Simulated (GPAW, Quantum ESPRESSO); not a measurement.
# Near-edge structure at the O K edge of HfO2 (Fm-3m), part 5 of 6

Do two independent programs agree on the O K edge of HfO2 (Fm-3m)? The same cell and functional are run with XSpectra and with GPAW.

Quantum ESPRESSO 7.5 and GPAW 26.7.0; core-hole supercells, plane-wave PAW PBE.

So far. Step 12 (Ground state of the crystal (GPAW)): The mesh shows a gap of 3.73 eV, so the hole is first treated in a charged cell, without the excited electron. Step 13 (Spectrum without a core hole, O atom 2 (GPAW)): Main maxima below 24 eV (height): 0.8 eV (1.51), 4.8 eV (2.69), 9.2 eV (1.37), 13.1 eV (1.10) and 22.9 eV (1.02). 

### Step 15. Spectrum with FCH, O atom 2 (GPAW)

Level of this step: X-ray absorption from dipole matrix elements to empty bands, plane-wave PAW PBE (GPAW).

The holes are 6.3 Å apart. The excited electron is left out and a uniform background balances the charge. After the field has converged, empty bands are computed with the density fixed and the dipole matrix elements are summed.

xas.py reads:

```python
import numpy as np
from ase import Atoms
from ase.parallel import parprint, paropen
from gpaw import GPAW, PW, FermiDirac, Mixer, MixerDif, setup_paths
from gpaw.test import gen
setup_paths.insert(0, '.')
gen('O', name='fch1s', xcname='PBE', corehole=(1, 0, 1), write_xml=True)
from gpaw.mpi import world
world.barrier()

atoms = Atoms('Hf6O12',
    cell=[[2.5575, 5.115, -2.5575],
     [5.115, -2.5575, 2.5575],
     [2.5575, -5.115, -2.5575]],
    scaled_positions=[[0, 0, 0],
     [0.5, 0, 0.5],
     [0, 0.33333333, 0.33333333],
     [0.5, 0.66666667, 0.16666667],
     [0.5, 0.33333333, 0.83333333],
     [0, 0.66666667, 0.66666667],
     [0.375, 0, 0.125],
     [0.875, 0, 0.625],
     [0.375, 0.33333333, 0.45833333],
     [0.875, 0.66666667, 0.29166667],
     [0.875, 0.33333333, 0.95833333],
     [0.375, 0.66666667, 0.79166667],
     [0.125, 0.33333333, 0.70833333],
     [0.625, 0.33333333, 0.20833333],
     [0.125, 0.66666667, 0.04166667],
     [0.625, 0, 0.875],
     [0.625, 0.66666667, 0.54166667],
     [0.125, 0, 0.375]],
    pbc=True)
atoms.calc = calc = GPAW(legacy_gpaw=True, mode=PW(500), xc='PBE', setups={6: 'fch1s'},
    kpts={'size': (3, 4, 4), 'gamma': True}, occupations=FermiDirac(0.02),
    charge=0, mixer=Mixer(0.1, 5, 50), maxiter=150,
    convergence={'density': 0.0001}, txt='scf.txt')
energy = atoms.get_potential_energy() + calc.get_reference_energy()
ef = calc.get_fermi_level()
out = dict(energy=energy, fermi=ef, forces=atoms.get_forces().tolist())
parprint(f'all-electron energy {energy:.4f} eV, Fermi level {ef:.4f} eV')
ev = np.array([[calc.get_eigenvalues(k, s) for k in range(len(calc.get_ibz_k_points()))] for s in range(calc.get_number_of_spins())])
out['homo'], out['lumo'], out['counts'] = ev[ev < ef].max(), ev[ev > ef].min(), sorted(set((ev < ef).sum((0, 2)).tolist()))
out['filled'] = (ev[:, 0] < ef).sum(1).tolist()

from ase.units import Ha
from gpaw.xas import dipole_matrix_elements
nb = int(calc.get_number_of_electrons() / 2) + 152
top, nb = nb, nb + 8 + nb // 12
nscf = calc.fixed_density(kpts={'size': (4, 5, 5), 'gamma': True}, nbands=nb,
    convergence={'bands': top, 'eigenstates': 1e-5}, maxiter=60, txt='nscf.txt')
cell = atoms.cell.array
ops = [cell.T @ U.T @ np.linalg.inv(cell.T) for U in nscf.wfs.kd.symmetry.op_scc]
filled = [72]  # bands filled in the ground state, by spin
E = np.arange(-6, 34, 0.1)
fwhm = np.interp(E, [4, 25], [0.9, 3.5])
Y, X, zero, highest = 0, 0, 1e9, 1e9
for spin in range(nscf.get_number_of_spins()):
    wfs = nscf.wfs
    A = dipole_matrix_elements(wfs.setups[6])
    eps = np.zeros((wfs.kd.nibzkpts, nb))
    d = np.zeros((3, A.shape[1], wfs.kd.nibzkpts, nb), complex)
    for kpt in wfs.kpt_u:
        if kpt.s == spin and 6 in kpt.P_ani:
            eps[kpt.k] = kpt.eps_n * Ha
            d[:, :, kpt.k] = (kpt.weight * wfs.nspins / 2) ** 0.5 * np.inner(A, kpt.P_ani[6])
    world.sum(eps)
    world.sum(d)
    T = np.einsum('amkn,bmkn->abkn', d, d.conj()).real
    T = sum(np.einsum('ai,ijkn,bj->abkn', R, T, R) for R in ops) / len(ops)
    empty = np.ones_like(eps, bool) & (np.arange(nb) >= filled[spin])
    zero, highest = min(zero, eps[empty].min()), min(highest, eps[:, top - 1].min())
    lines = [(eps, T, empty)] if spin == 0 else lines + [(eps, T, empty)]
for eps, T, empty in lines:
    f = np.einsum('aakn->akn', T).reshape(3, -1)
    x = eps.ravel() - zero
    w = np.interp(x, E, fwhm) / 2.35482
    g = np.exp(-0.5 * ((E[:, None] - x) / w) ** 2) / (w * (2 * np.pi) ** 0.5)
    Y = Y + (f * empty.ravel()) @ g.T
    X = X + (f * ~empty.ravel()) @ g.T
out.update(E=E.round(2).tolist(), xas=Y.tolist(), xes=X.tolist(), zero=zero, valid=highest - zero, nk=len(eps), nb=nb)
for i in range(0, len(E), 10):
    parprint(f'{E[i]:7.2f}', *(f'{v:10.3e}' for v in Y[:, i]))
import json
with paropen('out.json', 'w') as f:
    json.dump(out, f)
```

Launch:

```console
$ OMP_NUM_THREADS=1 mpirun -n 4 gpaw python xas.py
```

Numbers of over 12 decimals in the logs are rounded to 6 here.

The log of the run:

```text
Input parameters:
  convergence: {density: 0.0001}
  kpts: {gamma: True,
         size: (3, 4, 4)}
  maxiter: 150
  mixer: {backend: pulay,
          beta: 0.1,
          method: separate,
          nmaxold: 5,
          weight: 50}
  mode: {ecut: 500.0,
         name: pw}
  occupations: {fixmagmom: False,
                name: fermi-dirac,
                width: 0.02}
  setups: {6: fch1s}
  xc: PBE

Initialize ...

[... PAW data sets ...]

Reference energy: -2483252.120334  # eV

Spin-paired calculation

[... convergence settings ...]
Symmetries present (total): 2
  [... symmetry matrices ...]

48 k-points: 3 x 4 x 4 Monkhorst-Pack grid + [0.000000,1/8,1/8]
17 k-points in the irreducible part of the Brillouin zone
       k-points in crystal coordinates                weights
   0:     0.00000000    0.00000000    0.00000000          1/48
   1:     0.00000000    0.25000000    0.00000000          2/48
   2:     0.00000000    0.25000000    0.25000000          4/48
   3:     0.00000000    0.25000000    0.50000000          2/48
   4:     0.00000000    0.50000000    0.00000000          1/48
   5:     0.00000000    0.50000000    0.25000000          4/48
   6:     0.00000000    0.50000000    0.50000000          2/48
   7:     0.33333333   -0.25000000    0.50000000          2/48
   8:     0.33333333    0.00000000   -0.25000000          4/48
   9:     0.33333333    0.00000000    0.00000000          2/48
          ...
  16:     0.33333333    0.50000000    0.50000000          4/48

Wave functions: Plane wave expansion
  Cutoff energy: 500.000 eV
  Number of coefficients (min, max): 5085, 5127
  Pulay-stress correction: 0.000000 eV/Ang^3 (de/decut=0.000000)
  Using FFTW library
  Wavefunction extrapolation:
    Improved wavefunction reuse through dual PAW basis

Occupation numbers: Fermi-Dirac:
  width: 0.0200  # eV

Eigensolver
   Davidson(niter=2)

Densities:
  Coarse grid: 35*35*35 grid
  Fine grid: 70*70*70 grid
  Total Charge: 1.000000

Density mixing:
  Method: separate
  Backend: pulay
  Linear mixing parameter: 0.1
  old densities: 5
  Width of damping distribution: 1.1
  Damping of long wavelength oscillations: 50

[... Hamiltonian set-up ...]
Number of atoms: 18
Number of atomic orbitals: 126
Number of bands in calculation: 91
Number of valence electrons: 144
Bands to converge: occupied

... initialized

Initializing position-dependent things.

Density initialized from atomic densities
Creating initial wave functions:
  91 bands from LCAO basis set

                   O
          Hf           Hf
              OHf   O      O
             O     O     O
                 Hf Hf
                 O  OHf O
                   O     O

Atomic positions and initial magnetic moments

Positions:
   0 Hf     0.000000    0.000000    0.000000    ( 0.0000,  0.0000,  0.0000)
   1 Hf     2.557500    0.000000   -2.557500    ( 0.0000,  0.0000,  0.0000)
   2 Hf     2.557500   -2.557500    0.000000    ( 0.0000,  0.0000,  0.0000)
   3 Hf     5.115000   -0.000000    0.000000    ( 0.0000,  0.0000,  0.0000)
   4 Hf     5.115000   -2.557500   -2.557500    ( 0.0000,  0.0000,  0.0000)
   5 Hf     5.115000   -5.115000   -0.000000    ( 0.0000,  0.0000,  0.0000)
   6 O      1.278750    1.278750   -1.278750    ( 0.0000,  0.0000,  0.0000)
[...]
15 O      3.836250   -1.278750   -3.836250    ( 0.0000,  0.0000,  0.0000)
  16 O      6.393750   -1.278750   -1.278750    ( 0.0000,  0.0000,  0.0000)
  17 O      1.278750   -1.278750   -1.278750    ( 0.0000,  0.0000,  0.0000)

Unit cell:
           periodic     x           y           z      points  spacing
  1. axis:    yes    2.557500    5.115000   -2.557500    35     0.1688
  2. axis:    yes    5.115000   -2.557500    2.557500    35     0.1550
  3. axis:    yes    2.557500   -5.115000   -2.557500    35     0.1482

  Lengths:   6.264570   6.264570   6.264570
  Angles:   60.000000 109.471221  99.594068

Effective grid spacing dv^(1/3) = 0.1673

iter:   1  -218.789163
iter:   2  -205.307746   -0.60  -0.88
iter:   3  -189.827525   +0.31  -0.97
iter:   4  -190.471570   -0.90  -1.34
iter:   5  -190.521438   -1.02  -1.43
iter:   6  -190.626169   -0.98  -1.88
iter:   7  -190.244850   -1.49  -2.05
iter:   8  -190.288116   -2.24  -2.17
iter:   9  -190.230627c  -2.27  -2.25
iter:  10  -190.213920   -2.49  -2.59
iter:  11  -190.211295c  -3.35  -2.87
iter:  12  -190.210274c  -4.48  -3.06
iter:  13  -190.210324c  -4.34  -3.31
iter:  14  -190.210223c  -5.21  -3.42
iter:  15  -190.210241c  -6.06  -3.49
iter:  16  -190.210330c  -5.39  -3.55
iter:  17  -190.210286c  -5.41  -3.74
iter:  18  -190.210311c  -5.86  -3.97
iter:  19  -190.210294c  -5.81  -4.07c
iter:  20  -190.210294c  -6.46  -4.49c
iter:  21  -190.210294c  -7.38  -4.75c
iter:  22  -190.210294c  -7.20  -4.96c
iter:  23  -190.210294c  -8.11c -4.98c

Converged after 23 iterations.

Dipole moment: (-0.141510, 0.124929, 0.141510) |e|*Ang

Energy contributions relative to reference atoms: (reference = -2483252.120334)

Kinetic:        +53.301937
Potential:     -101.553269
External:        +0.000000
XC:            -141.308456
Entropy (-ST):   -0.000000
Local:           -0.650506
SIC:             +0.000000
--------------------------
Free energy:   -190.210294
Extrapolated:  -190.210294

Showing only first 2 kpts
 Kpt  Band  Eigenvalues  Occupancy
  0    70      7.65640    2.00000
  0    71      7.67668    2.00000
  0    72     11.94976    0.00000
  0    73     11.95126    0.00000

  1    70      7.91153    2.00000
  1    71      8.05630    2.00000
  1    72     12.09102    0.00000
[...]
Fermi level: 9.06019

Gap: 3.683 eV
Transition (v -> c):
  (s=0, k=4, n=71, [0.00, 0.50, 0.00]) -> (s=0, k=4, n=72, [0.00, 0.50, 0.00])
No difference between direct/indirect transitions

Forces in eV/Ang:
  0 Hf   -1.66485   -1.63985    1.66485
  1 Hf    1.67437   -1.74209   -1.67437
  2 Hf    0.05070    0.01884   -0.01669
  3 Hf   -1.86252    1.66749   -1.78049
  4 Hf    1.78049    1.66749    1.86252
  5 Hf    0.01669    0.01884   -0.05070
  6 O     0.02708    0.04440   -0.02708
[...]
15 O    -0.00903   -0.59984    0.00903
 16 O    -0.26126   -0.26084    0.86875
 17 O     0.00890    1.11516   -0.00890
Scalar-relativistic atomic PBE calculation for O (Oxygen, Z=8)
Core hole in 1s state (1s occupation: 1.0)
300 radial gridpoints.
|------------------------------------------------|
|------------------------------------------------|
[... the atom generator's iteration count ...]

Energy contributions:
-------------------------
Kinetic:      +54.482386
XC:            -6.221029
Potential:   -102.872811
-------------------------
Total:        -54.611454

state      eigenvalue         ekin         rmax
-----------------------------------------------
1s^1.0 :   -21.894578    30.998381        0.126
2s^2.0 :    -1.608483     4.112072        0.796
2p^4.0 :    -1.062351     3.814965        0.685
-----------------------------------------------
(units: Bohr and Hartree)

Generating PAW setup
Kinetic energy of the core from tauc = 31.023928
Cutoffs:
rc(s)=1.300
rc(p)=1.130
rc(d)=1.170
rc(vbar)=1.300
rc(comp)=1.260
rc(nct)=1.300

Kinetic energy of the core states: 30.998381
Charge: 1.0
Core electrons: 1.0
Valence electrons: 6.0
Pseudo-core charge: 0.000187
Shape function alpha=6.299
Pseudo-electron charge 5.288669
state    eigenvalue         norm
--------------------------------
2s(2) :    -1.608483     1.066038
*s    :    -0.608483
2p(4) :    -1.062351     0.789101
*p    :    -0.062351
*d    :     0.000000
--------------------------------

Diagonalizing with gridspacing h=0.050

state   all-electron     PAW
-------------------------------
2s:      -1.608483    -1.609927
2p:      -1.062351    -1.068630
*d:                   -0.061610
*f:                   -0.013338
-------------------------------
all-electron energy -2483442.3306 eV, Fermi level 9.0602 eV
[...]
31.00  3.354e-05  3.376e-05  3.354e-05
  32.00  4.165e-05  4.165e-05  4.165e-05
  33.00  5.263e-05  5.231e-05  5.263e-05
```

Wall time 7.4 min (4 MPI ranks of Arm Neoverse V2, shared host); peak memory 0.71 GiB.

The O K spectrum, O atom 2, full core hole (charged cell) (energy from the lowest empty level; intensity scaled to a mean of 1 over the first 20 eV):

```
E (eV)  intensity
  -2.0       0.00
  -1.5       0.00
  -1.0       0.00
  -0.5       0.11
   0.0       0.85
   0.5       1.60
   1.0       0.85
   1.5       0.26
   2.0       0.16
   2.5       0.69
   3.0       1.98
   3.5       3.02
   4.0       2.97
   4.5       2.13
   5.0       1.49
   5.5       1.06
   6.0       0.87
   6.5       0.74
   7.0       0.66
   7.5       0.71
   8.0       0.92
   8.5       1.15
   9.0       1.16
   9.5       0.94
  10.0       0.66
  10.5       0.52
  11.0       0.58
  11.5       0.78
  12.0       0.98
  12.5       1.08
  13.0       1.07
  13.5       0.98
  14.0       0.88
  14.5       0.79
  15.0       0.74
  15.5       0.74
  16.0       0.76
  16.5       0.80
  17.0       0.81
  17.5       0.79
  18.0       0.74
  18.5       0.69
  19.0       0.66
  19.5       0.66
  20.0       0.70
  20.5       0.77
  21.0       0.85
  21.5       0.93
  22.0       0.98
  22.5       0.99
  23.0       0.96
  23.5       0.87
  24.0       0.76
  24.5       0.63
  25.0       0.52
  25.5       0.44
  26.0       0.38
  26.5       0.35
  27.0       0.34
  27.5       0.35
  28.0       0.37
  28.5       0.39
  29.0       0.42
  29.5       0.44
  30.0       0.46
  30.5       0.49
  31.0       0.52
  31.5       0.58
  32.0       0.65
```

Main maxima below 24 eV (height): 0.5 eV (1.60), 3.7 eV (3.16), 8.8 eV (1.19), 12.7 eV (1.09), 17.0 eV (0.81) and 22.4 eV (1.00). 

The hole costs E(hole) − E(ground) = 528.23 eV, and the lowest empty level of the hole cell on the spectrum's mesh lies at 11.89 eV, which puts the zero at 540.13 eV. With the free-atom term of -8.91 eV for this edge, the photon energy is 531.22 eV.

(Part 5 of 6 ends here.)

[Banner, clock and machine lines of the logs are left out without a mark of their own.]

[Logs are printed without paths, hosts, clocks, repeated set-up lines and the standing remarks that a program may print on its own settings, such as how far it seeks lower states.]

[Hosts, paths, dates, database ids (printed as entryN), source tags and the programs' standing remarks are cut or masked in the printed files.]

[Lists of maxima count a maximum above −3 eV only where it reaches 4 % of the highest in the window and stands out from its surroundings by 2 % of it (1.5 % where it reaches 55 %); shoulders and weaker maxima are passed over, and of the rest the first, up to two pre-edge ones and the few strongest are named.]
